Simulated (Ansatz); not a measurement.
**In2O3 (R-3c): spin-orbit coupling beyond the local functionals**

Wanted: gaps of In2O3 (R-3c) with and without spin-orbit coupling, with cost.

Main program and level: Ansatz 0.2.0; density functionals with and without spin-orbit coupling, plane waves, PAW.

**The experiments to reproduce.**

- Gap 3.08 eV: optical gap from linear extrapolation of the absorption edge; UV-visible absorption, Tauc-type extrapolation; powder (hydrothermally grown microspheres, annealed at 400 C) (“Fabrication and performance enhancement of an In2O3/BiVO4 heterojunction for N-butanol gas sensing applications”, 2024, pmc:11650617).

Most raw output is cut from this account.

**1. The structure**

The structure is trigonal, space group R-3c (No. 167). Conventional cell: a = 5.487 Å, b = 5.487 Å, c = 14.510 Å, α = 90.00°, β = 90.00°, γ = 120.00°. In has 6 O at 2.12 to 2.26 Å nearest. O has 4 In at 2.12 to 2.26 Å nearest. Farther neighbours and most contacts between anions are not listed.

The cell and positions come from the Crystallography Open Database and are kept as given unless a step says otherwise. This is not the form that In2O3 usually takes at ambient conditions. The default PAW set here is soft_2. Its files were made with PBE.

**2. HSE06, 4×4×4 mesh**

This step: DFT, HSE06, plane waves, PAW.

input.yaml

```yaml
crystal:
  lattice:
    - [2.7435, 1.5839604635, 4.8366666667]
    - [-2.7435, 1.5839604635, 4.8366666667]
    - [0.0, -3.167920927, 4.8366666667]
  atoms:
    - { symbol: In, position: [0.35731, 0.35731, 0.35731] }
    - { symbol: In, position: [0.14269, 0.14269, 0.14269] }
    - { symbol: In, position: [0.64269, 0.64269, 0.64269] }
    - { symbol: In, position: [0.85731, 0.85731, 0.85731] }
    - { symbol: O, position: [0.548, 0.952, 0.25] }
    - { symbol: O, position: [0.25, 0.548, 0.952] }
    - { symbol: O, position: [0.952, 0.25, 0.548] }
    - { symbol: O, position: [0.452, 0.048, 0.75] }
    - { symbol: O, position: [0.75, 0.452, 0.048] }
    - { symbol: O, position: [0.048, 0.75, 0.452] }
kpoints:
  mp_grid: { grid: [4, 4, 4] }
  band_path:
    path:
      - [0.0, 0.0, 0.0]
      - [0.5, 0.5, 0.5]
      - [0.76183349, 0.23816651, 0.5]
      - [0.5, -0.23816651, 0.23816651]
      - [0.5, 0.0, 0.0]
      - [0.36908326, -0.36908326, 0.0]
      - [0.63091674, 0.0, 0.36908326]
      - [0.5, 0.0, 0.5]
      - [0.3, 0.0, 0.0]
    npoints: 1
hamiltonian:
  xc: hse06
scf:
  occupations: { method: fixed }
  n_extra_bands: 7
output:
  eigenvalues: true
```

Command:

```
$ ansatz run input.yaml --threads 8 --pin off --max-ram 55296MiB --backend cuda --events-out ev --progress --plain --runs-dir out --devices 1 --max-vram 24GiB  # rebuilt from the run's record
```

The job ended after 12 s (1 × NVIDIA H100 80GB HBM3 with 8 threads of AMD EPYC 7R13 (Zen 3), shared host; peak memory 1.6 GiB; 62 s of CPU time).

Numbers from this step:

```yaml
gap: 2.824 eV
valence_top_at: Γ
conduction_bottom_at: Γ
least_direct_gap: 2.824 eV
exact_exchange_fraction: 0.25
```

The gap is direct, at Γ.

**3. HSE06+SOC, 4×4×4 mesh**

Spin-orbit coupling can split or shift the edges; a non-collinear run measures by how much.

This step: DFT, HSE06 with spin-orbit coupling, plane waves, PAW.

input.yaml: that of step 2 with these lines changed.

```diff
@@ -34,3 +34,6 @@
   occupations: { method: fixed }
-  n_extra_bands: 7
+  n_extra_bands: 14
+magnetization:
+  noncollinear: true
+  spin_orbit: true
 output:
```

It took 70 s on 1 × NVIDIA H100 80GB HBM3 with 8 threads; peak memory 3.4 GiB.

This step gave:

| Quantity | Value |
| --- | --- |
| gap | 2.817 eV |
| valence top at | Γ |
| conduction bottom at | Γ |
| least direct gap | 2.817 eV |
| exact-exchange fraction | 0.25 |

The gap stands −0.01 eV against HSE06.

**4. Together**

Times are wall times on 1 × NVIDIA H100 80GB HBM3 with 8 threads of AMD EPYC 7R13 (Zen 3), shared host, good to a factor of about two.

```csv
level,gap (eV),with coupling (eV),change (eV),time,with coupling
HSE06,2.82,2.82,−0.01,12 s,70 s
```

**5. Results**

| Property | Result |
| --- | --- |
| HSE06 | 2.82 eV |
| HSE06+SOC | 2.82 eV |

**Reading.** Spin-orbit coupling changes the gap by −0.01 eV and the least direct gap by −0.01 eV. Against experiment, by HSE06+SOC: the gap of 2.82 eV lies −0.26 eV from the measured 3.08 eV (optical, 2024). An exciton line or allowed optical edge lies below the quasiparticle gap by the binding energy; a forbidden edge can push the onset above it. The lattice is static and excitons are left out.

[Paths, hosts, dates, memory and timing lines, banners, echoed tables and standing remarks are left out of the program output.]

[Logs are printed without paths, hosts, clocks, repeated set-up lines and the standing remarks that a program may print on its own settings, such as how far it seeks lower states.]

[Runs of the session that timed out or met a known fault of the program may be left out.]

[Cells called generated may have been cut or substituted from an entry of the Crystallography Open Database or the Materials Project.]

[Hosts, paths, dates, database ids (printed as entryN), source tags and the programs' standing remarks are cut or masked in the printed files.]
